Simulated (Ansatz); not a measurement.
# KRbNaCl3: complex band structure, part 2 of 3

Aim: relax a made-up compound, KRbNaCl3, and see how good a tunnel barrier it would be. It is built by putting Rb for part of the K in the K2NaCl3 structure of space group P-3m1, with the volume rescaled by atomic radii. The parent structure comes from the Materials Project.

Ansatz 0.2.0; r2SCAN DFT, plane waves, PAW files (the session's first sound run).

So far, gap on the k-mesh (eV): step 3 (the bulk crystal and its band edges) 5.59.

The structure was built from a prototype and need not be the compound's stable phase.

### 4. Complex bands

This step: r2SCAN DFT, plane waves, PAW files; complex bands by layer matching along the plane's normal (Ansatz 0.2.0).

The same crystal is laid in a cell whose first two vectors span the (001) plane (indices of the standard conventional cell, whose axes can be ordered otherwise than in the bulk input). At fixed energy and wavevector in the plane the solver finds all kz, real and complex. A few wavevectors are listed, (0, 0) and (0.5, 0) in units of the plane's reciprocal vectors; the slowest state needn't be among them.

input.yaml

```yaml
crystal:
  lattice:
    - [4.332590076, 0.0, 0.0]
    - [2.166295038, 3.75213307, 0.0]
    - [0.0, 0.0, 10.857007575]
  atoms:
    - { symbol: K, position: [0.6666666667, 0.6666666667, 0.6838261965] }
    - { symbol: Rb, position: [0.3333333333, 0.3333333333, 0.3221897614] }
    - { symbol: Na, position: [0.0, 0.0, 0.9940178049] }
    - { symbol: Cl, position: [0.6666666667, 0.6666666667, 0.1318968493] }
    - { symbol: Cl, position: [0.3333333333, 0.3333333333, 0.8558560844] }
    - { symbol: Cl, position: [0.0, 0.0, 0.5122133035] }
kpoints:
  mp_grid: { grid: [6, 6, 2] }
scf:
  occupations: { method: fixed }
hamiltonian:
  xc: r2scan
output:
  eigenvalues: true
  transmission:
    leads: [[0, 0]]
    kpoints: [[0.0, 0.0], [0.5, 0.0]]
    e_range: [-1.0, 6.59]
    de: 0.15
```

Run with:

```sh
ansatz run input.yaml --threads 2 --pin off --max-ram 4096MiB --backend cpu --events-out ev --progress --plain --runs-dir out
```

Numbers of over 12 decimals in the logs are rounded to 6 here.

Output:

```text
[...]
Crystal: 6 atoms, lattice volume = 176.496 Å³
Basis set: ecut = 500 eV, 4473 PW (Γ), exchange–correlation on 128×128×320 points (64 copies of the dense FFT grid, shifted against one another)
Bands: 30, of which v1, the nominal top of the filled ones, is band 24 counted from 1 (23 counted from 0)
Symmetry: 6 space group operations
[...]
k-points: 14 of 72 (time reversal used)
[...]
SCF iter   1: F=—  HF=-9572.556273 eV  |F-HF|=—  |Δ(HF+E_count)|=         —  Δρ=4.86e-3  dr2=2.35e-2  dr2_τ=4.92e-3  ethr=1.77e-3  ⟨swp⟩=5.1  Hψ=1580  notcnv=0  defer=43
[...]
SCF iter   6: F=-9572.603960 eV  HF=-9572.603960 eV  |F-HF|=2.96e-8  |Δ(HF+E_count)|=   3.36e-7  Δρ=5.37e-6  dr2=5.86e-8  dr2_τ=8.35e-9  ethr=2.08e-10  ⟨swp⟩=12.6  Hψ=2379  notcnv=0
SCF 1 converged in 6 iterations: F = -9572.603960 eV  dr2 = 5.86e-8
[...]
transmission: 17 of 34 steps passed
transmission: 34 of 34 steps passed
SCF converged after 6 iterations
Free energy (F): -9572.603960 eV
[...]
Internal energy: -9572.603960 eV  (E = F + TS)
E sigma→0 (E₀):  -9572.603960 eV
Fermi energy:    0.725688 eV
[...]
--- Band table (eV; the first three rows and the last of 14) ---
  k-point 0: bands = [... 20 lower, 0.4502, 0.6734, 0.6734, 0.7257, 6.3164, 8.0989, 8.3472, 8.5519, ... 2 higher]
  k-point 1: bands = [... 20 lower, 0.5688, 0.5688, 0.6143, 0.6143, 6.8589, 7.1070, 8.5220, 8.7231, ... 2 higher]
  k-point 2: bands = [... 20 lower, 0.4353, 0.4361, 0.6300, 0.6643, 6.9298, 8.3688, 8.4869, 8.7563, ... 2 higher]
  k-point 13: bands = [... 20 lower, 0.1171, 0.2265, 0.5054, 0.5102, 8.8069, 8.9160, 9.3486, 9.4066, ... 2 higher]
--- Transmission ---
  basis      : 163 plane waves across, 17 finite elements along
  points     : 2, as listed
  energies   : 51 from -1.000000 to 6.500000 eV about the Fermi level, 0.150000 eV apart; the leads are filled to 2.795339 eV, and channels, transmission and decay are at 2.750000 eV
  crystal 0  : Na1Cl3Rb1K1, at the sites [0, 0], period 10.8570 Å: whole cells are its period
    offset         : up to 0.0000 Å between an atom of the period and one for which it stands
    channels       : 0.000000e0 a spin
    conductance    : none, the energies end too early or step too widely for 300 K: set another output.transmission.e_range or a lower de, or, where they end at an eighth of basis.ecutwfc, a higher one
    slowest decay  : 0.4291 /Å at (0.0000, 0.0000)
```

The job ended after 31 s (2 threads of Arm Neoverse V2, shared host; peak memory 0.85 GiB; 50 s of CPU time).

This step gave:

```
level to which the leads are filled                       : 2.795 eV from the Fermi level
decay constant at the filling level, zone centre          : 0.4291 Å⁻¹
decay constant at the filling level, slowest listed point : 0.4291 Å⁻¹
```

K parallel (0, 0); values up to 1.5 1/Å, a degenerate pair printed once or twice; energies at which all values exceed this have no row. Im kz of the slowest decaying states against energy, zero at the highest filled level on the SCF mesh:

```csv
energy (eV),decay 1 (Å⁻¹),decay 2 (Å⁻¹),decay 3 (Å⁻¹),decay 4 (Å⁻¹)
-1.00,0.0599,0.680,1.24,1.47
-0.70,0.530,1.23,1.45,-
-0.25,0.0628,1.20,1.41,-
0.05,0.105,0.297,1.19,1.39
0.20,0.200,0.434,1.18,1.38
0.50,0.292,0.578,1.16,1.35
0.80,0.345,0.661,1.14,1.33
1.25,0.393,0.739,1.12,1.29
1.70,0.419,0.787,1.09,1.26
2.00,0.428,0.809,1.07,1.23
2.30,0.432,0.825,1.05,1.21
2.75,0.429,0.840,1.02,1.17
3.20,0.416,0.847,0.993,1.13
3.50,0.403,0.847,0.971,1.10
3.80,0.384,0.844,0.949,1.07
4.25,0.347,0.834,0.913,1.03
4.70,0.295,0.818,0.876,0.994
5.00,0.247,0.804,0.849,0.966
5.30,0.178,0.788,0.821,0.938
5.75,0.758,0.775,0.895,-
6.20,0.0277,0.723,0.725,0.849
6.50,0.687,0.696,0.817,-
```

K parallel (0.5, 0); values up to 1.5 1/Å, a degenerate pair printed once or twice; energies at which all values exceed this have no row. The Im kz of the slowest decaying states by energy, zero at the highest filled level on the SCF mesh:

```csv
energy (eV),decay 1 (Å⁻¹),decay 2 (Å⁻¹),decay 3 (Å⁻¹),decay 4 (Å⁻¹)
-1.00,0.222,0.627,1.08,-
-0.70,0.164,0.210,0.428,1.07
-0.40,0.110,0.307,1.05,-
-0.10,0.272,0.329,0.343,1.04
0.05,0.332,0.456,0.476,1.03
0.20,0.379,0.521,0.565,1.02
0.50,0.447,0.608,0.680,1.01
0.80,0.494,0.668,0.756,0.991
1.10,0.528,0.713,0.812,0.974
1.40,0.554,0.751,0.856,0.957
1.70,0.574,0.782,0.891,0.939
2.00,0.588,0.811,0.919,0.921
2.30,0.597,0.839,0.903,0.943
2.60,0.603,0.865,0.888,0.962
2.90,0.604,0.860,0.909,0.978
3.20,0.603,0.841,0.966,0.991
3.50,0.598,0.821,1.00,1.05
3.80,0.589,0.800,1.01,1.03
4.10,0.577,0.780,0.947,1.01
4.40,0.561,0.758,0.881,1.02
4.70,0.542,0.737,0.837,1.01
5.00,0.517,0.715,0.799,1.01
5.30,0.487,0.693,0.763,1.01
5.60,0.451,0.670,0.728,0.997
5.90,0.406,0.646,0.691,0.986
6.20,0.348,0.621,0.652,0.972
6.50,0.265,0.594,0.609,0.956
```

At the listed wavevectors the last open channel is at -0.10 eV and the next at +5.60 eV on the grid. At +2.75 eV, the grid energy nearest the filling level (the middle of the gap on the SCF mesh), the slowest state at the listed wavevectors decays with κ = 0.429 Å⁻¹, its amplitude falling by e over 2.3 Å. Through 1 nm of this crystal that state's transmission falls by exp(−2 × 0.429 Å⁻¹ × 10 Å) = 1.9e-4.

### 5. Decay over the two-dimensional zone

The listed points could miss the slowest state, so one energy near mid-gap is solved on a mesh of 12×12.

input.yaml, as its differences from that of step 4:

```diff
@@ -20,6 +20,2 @@
   eigenvalues: true
-  transmission:
-    leads: [[0, 0]]
-    kpoints: [[0.0, 0.0], [0.5, 0.0]]
-    e_range: [-1.0, 6.59]
-    de: 0.15
+  transmission: { leads: [[0, 0]], kmesh: [12, 12], e_range: [2.8, 2.81], de: 0.05 }
```

Output:

```text
[...]
Crystal: 6 atoms, lattice volume = 176.496 Å³
Basis set: ecut = 500 eV, 4473 PW (Γ), exchange–correlation on 128×128×320 points (64 copies of the dense FFT grid, shifted against one another)
Bands: 30, of which v1, the nominal top of the filled ones, is band 24 counted from 1 (23 counted from 0)
Symmetry: 6 space group operations
[...]
k-points: 14 of 72 (time reversal used)
[...]
SCF iter   1: F=—  HF=-9572.556273 eV  |F-HF|=—  |Δ(HF+E_count)|=         —  Δρ=4.86e-3  dr2=2.35e-2  dr2_τ=4.92e-3  ethr=1.77e-3  ⟨swp⟩=5.1  Hψ=1580  notcnv=0  defer=43
[...]
SCF iter   6: F=-9572.603960 eV  HF=-9572.603960 eV  |F-HF|=2.96e-8  |Δ(HF+E_count)|=   3.36e-7  Δρ=5.37e-6  dr2=5.86e-8  dr2_τ=8.35e-9  ethr=2.08e-10  ⟨swp⟩=12.6  Hψ=2379  notcnv=0
SCF 1 converged in 6 iterations: F = -9572.603960 eV  dr2 = 5.86e-8
[...]
transmission: 51 of 323 steps passed
transmission: 102 of 323 steps passed
[...]
transmission: 323 of 323 steps passed
SCF converged after 6 iterations
Free energy (F): -9572.603960 eV
[...]
Internal energy: -9572.603960 eV  (E = F + TS)
E sigma→0 (E₀):  -9572.603960 eV
Fermi energy:    0.725688 eV
[...]
--- Band table (eV; the first three rows and the last of 14) ---
  k-point 0: bands = [... 20 lower, 0.4502, 0.6734, 0.6734, 0.7257, 6.3164, 8.0989, 8.3472, 8.5519, ... 2 higher]
  k-point 1: bands = [... 20 lower, 0.5688, 0.5688, 0.6143, 0.6143, 6.8589, 7.1070, 8.5220, 8.7231, ... 2 higher]
  k-point 2: bands = [... 20 lower, 0.4353, 0.4361, 0.6300, 0.6643, 6.9298, 8.3688, 8.4869, 8.7563, ... 2 higher]
  k-point 13: bands = [... 20 lower, 0.1171, 0.2265, 0.5054, 0.5102, 8.8069, 8.9160, 9.3486, 9.4066, ... 2 higher]
--- Transmission ---
  basis      : 163 plane waves across, 17 finite elements along
  points     : 19, standing for a mesh of 12 x 12
  energies   : 1 from 2.800000 to 2.800000 eV about the Fermi level; the leads are filled to 2.795339 eV, and channels, transmission and decay are at 2.800000 eV
[...]
channels       : 0.000000e0 a spin
    conductance    : none, crystal 0 has no channel at the energies, or these end too early or step too widely for 300 K: set another output.transmission.e_range or a lower de, or, where they end at an eighth of basis.ecutwfc, a higher one
    slowest decay  : 0.4281 /Å at (0.0000, 0.0000)
```

Elapsed: 29 s, on 2 threads; peak memory 0.94 GiB.

Numbers from this step:

- least decay constant on the mesh: 0.4281 Å⁻¹

Slowest decay constant (1/Å; 0 where a channel is open) over k1 and k2. At 2.8000 eV from the Fermi level.

Values, 12 rows by 12 columns:
```
0.621 0.663 0.746 0.746 0.663 0.621 0.615 0.638 0.685 0.685 0.638 0.615
0.676 0.746 0.793 0.746 0.676 0.638 0.634 0.654 0.667 0.654 0.634 0.638
0.779 0.746 0.746 0.779 0.685 0.654 0.649 0.646 0.646 0.649 0.654 0.685
0.676 0.663 0.676 0.685 0.667 0.646 0.623 0.567 0.623 0.646 0.667 0.685
0.621 0.621 0.638 0.654 0.646 0.567 0.466 0.466 0.567 0.646 0.654 0.638
0.604 0.615 0.634 0.649 0.623 0.466 0.428 0.466 0.623 0.649 0.634 0.615
0.621 0.638 0.654 0.646 0.567 0.466 0.466 0.567 0.646 0.654 0.638 0.621
0.676 0.685 0.667 0.646 0.623 0.567 0.623 0.646 0.667 0.685 0.676 0.663
0.779 0.685 0.654 0.649 0.646 0.646 0.649 0.654 0.685 0.779 0.746 0.746
0.676 0.638 0.634 0.654 0.667 0.654 0.634 0.638 0.676 0.746 0.793 0.746
0.621 0.615 0.638 0.685 0.685 0.638 0.615 0.621 0.663 0.746 0.746 0.663
0.604 0.621 0.676 0.779 0.676 0.621 0.604 0.621 0.676 0.779 0.676 0.621
```
Columns: k1 (b1) from -0.5 to 0.417; rows upwards: k2 (b2) from -0.5 to 0.417.

The least value on the mesh is 0.428 Å⁻¹ at +2.80 eV. At that energy the listed points give about 0.428 Å⁻¹ by interpolation, so the mesh holds no clearly slower state.

### 6. Band edges at another level, cutoff 420 eV

This step: PBEsol DFT, plane waves, PAW files (Ansatz 0.2.0).

The edges again with PBEsol, at the same atoms. Against that run the cutoff is 420 eV against 500.

input.yaml

```yaml
crystal:
  lattice:
    - [4.3325900756, 0.0, 0.0]
    - [-2.1662950378, 3.7521330697, 0.0]
    - [0.0, 0.0, 10.8570075752]
  atoms:
    - { symbol: K, position: [0.3333333333, 0.6666666667, 0.6838261965] }
    - { symbol: Rb, position: [0.6666666667, 0.3333333333, 0.3221897614] }
    - { symbol: Na, position: [0.0, 0.0, -0.0059821951] }
    - { symbol: Cl, position: [0.3333333333, 0.6666666667, 0.1318968493] }
    - { symbol: Cl, position: [0.6666666667, 0.3333333333, 0.8558560844] }
    - { symbol: Cl, position: [0.0, 0.0, 0.5122133035] }
kpoints:
  mp_grid: { grid: [6, 6, 2] }
  band_path: { path: [VBM, CBM], npoints: 30 }
scf:
  occupations: { method: fixed }
hamiltonian:
  xc: pbesol
output:
  eigenvalues: true
```

Output:

```text
[...]
Crystal: 6 atoms, lattice volume = 176.496 Å³
Basis set: ecut = 420 eV, 3463 PW (Γ)
Bands: 30, of which v1, the nominal top of the filled ones, is band 24 counted from 1 (23 counted from 0)
Symmetry: 6 space group operations
[...]
k-points: 14 of 72 (time reversal used)
[...]
SCF iter   1: F=—  HF=-9402.579226 eV  |F-HF|=—  |Δ(HF+E_count)|=         —  Δρ=3.18e-3  dr2=2.72e-2  ethr=1.77e-3  ⟨swp⟩=5.1  Hψ=1639  notcnv=0  defer=48
[...]
SCF iter   6: F=-9402.568580 eV  HF=-9402.568579 eV  |F-HF|=1.44e-7  |Δ(HF+E_count)|=   2.99e-6  Δρ=6.10e-6  dr2=6.99e-8  ethr=2.08e-10  ⟨swp⟩=9.9  Hψ=2313  notcnv=0
SCF 1 converged in 6 iterations: F = -9402.568580 eV  dr2 = 6.99e-8
[...]
SCF converged after 6 iterations
Free energy (F): -9402.568580 eV
[...]
Internal energy: -9402.568580 eV  (E = F + TS)
E sigma→0 (E₀):  -9402.568580 eV
Fermi energy:    1.066991 eV
[...]
--- Band table (eV; the first three rows and the last of 14) ---
  k-point 0: bands = [... 20 lower, 0.7927, 1.0217, 1.0217, 1.0670, 5.8495, 7.6732, 7.9072, 8.2120, ... 2 higher]
  k-point 1: bands = [... 20 lower, 0.9194, 0.9194, 0.9572, 0.9572, 6.4247, 6.6312, 8.1579, 8.3586, ... 2 higher]
  k-point 2: bands = [... 20 lower, 0.7724, 0.7796, 0.9773, 1.0015, 6.4766, 7.9698, 8.0745, 8.3685, ... 2 higher]
  k-point 13: bands = [... 20 lower, 0.4578, 0.5702, 0.8447, 0.8477, 8.5142, 8.6438, 9.0075, 9.0406, ... 2 higher]
```

Run time: 14 s. Hardware: 2 threads; peak memory 0.39 GiB; 27 s of CPU time.

Numbers from this step:

```
free energy        : -9402.5686 eV
Fermi energy       : 1.067 eV
gap on the k-mesh  : 4.783 eV
gap on path        : 4.783 eV, by band count; negative where bands overlap
direct gap on path : 4.783 eV
```

Levels at VBM (eV): -1.14, -0.95, -0.30, -0.30, -0.27, -0.27, -0.05, -0.05, 0.00, 4.78, 6.61, 6.84, 7.14, 7.93.

The searched edges give 4.78 eV, as on the mesh.

Between step 3 and this run (PBEsol and cutoff 420 eV) the value for the gap on the k-mesh moves from 5.59 eV to 4.78 eV.

### 7. Complex bands at another level, cutoff 420 eV

This step: PBEsol DFT, plane waves, PAW files; complex bands by layer matching along the plane's normal (Ansatz 0.2.0).

The complex bands at that level, over its own gap, at (0, 0) and (0.5, 0).

input.yaml

```yaml
crystal:
  lattice:
    - [4.332590076, 0.0, 0.0]
    - [2.166295038, 3.75213307, 0.0]
    - [0.0, 0.0, 10.857007575]
  atoms:
    - { symbol: K, position: [0.6666666667, 0.6666666667, 0.6838261965] }
    - { symbol: Rb, position: [0.3333333333, 0.3333333333, 0.3221897614] }
    - { symbol: Na, position: [0.0, 0.0, 0.9940178049] }
    - { symbol: Cl, position: [0.6666666667, 0.6666666667, 0.1318968493] }
    - { symbol: Cl, position: [0.3333333333, 0.3333333333, 0.8558560844] }
    - { symbol: Cl, position: [0.0, 0.0, 0.5122133035] }
kpoints:
  mp_grid: { grid: [6, 6, 2] }
scf:
  occupations: { method: fixed }
hamiltonian:
  xc: pbesol
output:
  eigenvalues: true
  transmission:
    leads: [[0, 0]]
    kpoints: [[0.0, 0.0], [0.5, 0.0]]
    e_range: [-1.0, 5.78]
    de: 0.14
```

Output:

```text
[...]
Crystal: 6 atoms, lattice volume = 176.496 Å³
Basis set: ecut = 420 eV, 3463 PW (Γ)
Bands: 30, of which v1, the nominal top of the filled ones, is band 24 counted from 1 (23 counted from 0)
Symmetry: 6 space group operations
[...]
k-points: 14 of 72 (time reversal used)
[...]
SCF iter   1: F=—  HF=-9402.579261 eV  |F-HF|=—  |Δ(HF+E_count)|=         —  Δρ=3.19e-3  dr2=2.72e-2  ethr=1.77e-3  ⟨swp⟩=5.1  Hψ=1638  notcnv=0  defer=48
[...]
SCF iter   6: F=-9402.568580 eV  HF=-9402.568580 eV  |F-HF|=1.38e-7  |Δ(HF+E_count)|=   3.12e-6  Δρ=6.16e-6  dr2=7.15e-8  ethr=2.08e-10  ⟨swp⟩=10.1  Hψ=2324  notcnv=0
SCF 1 converged in 6 iterations: F = -9402.568580 eV  dr2 = 7.15e-8
[...]
transmission: 17 of 34 steps passed
transmission: 34 of 34 steps passed
SCF converged after 6 iterations
Free energy (F): -9402.568580 eV
[...]
Internal energy: -9402.568580 eV  (E = F + TS)
E sigma→0 (E₀):  -9402.568580 eV
Fermi energy:    1.066979 eV
[...]
--- Band table (eV; the first three rows and the last of 14) ---
  k-point 0: bands = [... 20 lower, 0.7927, 1.0217, 1.0217, 1.0670, 5.8495, 7.6732, 7.9072, 8.2120, ... 2 higher]
  k-point 1: bands = [... 20 lower, 0.9194, 0.9194, 0.9572, 0.9572, 6.4247, 6.6312, 8.1579, 8.3586, ... 2 higher]
  k-point 2: bands = [... 20 lower, 0.7723, 0.7796, 0.9773, 1.0015, 6.4766, 7.9698, 8.0745, 8.3685, ... 2 higher]
  k-point 13: bands = [... 20 lower, 0.4578, 0.5702, 0.8447, 0.8476, 8.5142, 8.6438, 9.0075, 9.0406, ... 2 higher]
--- Transmission ---
  basis      : 151 plane waves across, 17 finite elements along
  points     : 2, as listed
[...]
channels       : 0.000000e0 a spin
[...]
slowest decay  : 0.3902 /Å at (0.0000, 0.0000)
```

Elapsed: 22 s, on 2 threads; peak memory 0.57 GiB.

Numbers from this step:

```yaml
level_to_which_the_leads_are_filled: 2.391 eV from the Fermi level
decay_constant_at_the_filling_level_zone_centre: 0.3902 Å⁻¹
decay_constant_at_the_filling_level_slowest_listed_point: 0.3902 Å⁻¹
```

K parallel (0, 0); values up to 1.5 1/Å, a degenerate pair printed once or twice; energies at which all values exceed this have no row. Im kz of the slowest decaying states against energy, zero at the highest filled level on the SCF mesh:

```csv
energy (eV),decay 1 (Å⁻¹),decay 2 (Å⁻¹),decay 3 (Å⁻¹),decay 4 (Å⁻¹)
-1.000,0.0513,0.677,1.21,1.44
-0.440,0.0804,0.275,1.18,1.39
-0.020,0.152,1.16,1.36,-
0.540,0.285,0.580,1.13,1.31
0.960,0.345,0.681,1.10,1.27
1.520,0.383,0.756,1.07,1.23
1.940,0.392,0.789,1.04,1.19
2.500,0.387,0.814,1.00,1.14
3.060,0.363,0.822,0.959,1.08
3.480,0.332,0.820,0.926,1.04
4.040,0.266,0.807,0.880,0.991
4.460,0.183,0.789,0.842,0.950
5.020,0.757,0.786,0.894,-
5.440,0.0248,0.727,0.740,0.849
```

K parallel (0.5, 0); values up to 1.5 1/Å, a degenerate pair printed once or twice; energies at which all values exceed this have no row. The Im kz of the slowest decaying states by energy, zero at the highest filled level on the SCF mesh:

```csv
energy (eV),decay 1 (Å⁻¹),decay 2 (Å⁻¹),decay 3 (Å⁻¹),decay 4 (Å⁻¹)
-1.000,0.226,0.620,1.04,-
-0.440,0.0430,0.150,0.301,1.02
-0.020,0.295,0.404,0.410,0.997
0.540,0.440,0.609,0.678,0.966
0.960,0.497,0.682,0.773,0.941
1.520,0.543,0.749,0.853,0.906
1.940,0.563,0.788,0.878,0.895
2.500,0.575,0.835,0.840,0.934
3.060,0.572,0.798,0.902,0.959
3.480,0.562,0.765,0.971,1.01
4.040,0.535,0.721,0.955,0.978
4.460,0.505,0.686,0.834,0.976
5.020,0.445,0.638,0.747,0.965
5.440,0.380,0.599,0.687,0.950
```

At the listed wavevectors the last open channel is at -0.02 eV and the next at +4.88 eV on the grid. At +2.36 eV, the grid energy nearest the filling level (the middle of the gap on the SCF mesh), the slowest state at the listed wavevectors decays with κ = 0.390 Å⁻¹, its amplitude falling by e over 2.6 Å; the first such run, plane (001), gave 0.429 Å⁻¹.

[end of part 2 of 3]

[Logs are printed without paths, hosts, clocks, repeated set-up lines and the standing remarks that a program may print on its own settings, such as how far it seeks lower states.]

[Hosts, paths, dates, database ids (printed as entryN), source tags and the programs' standing remarks are cut or masked in the printed files.]
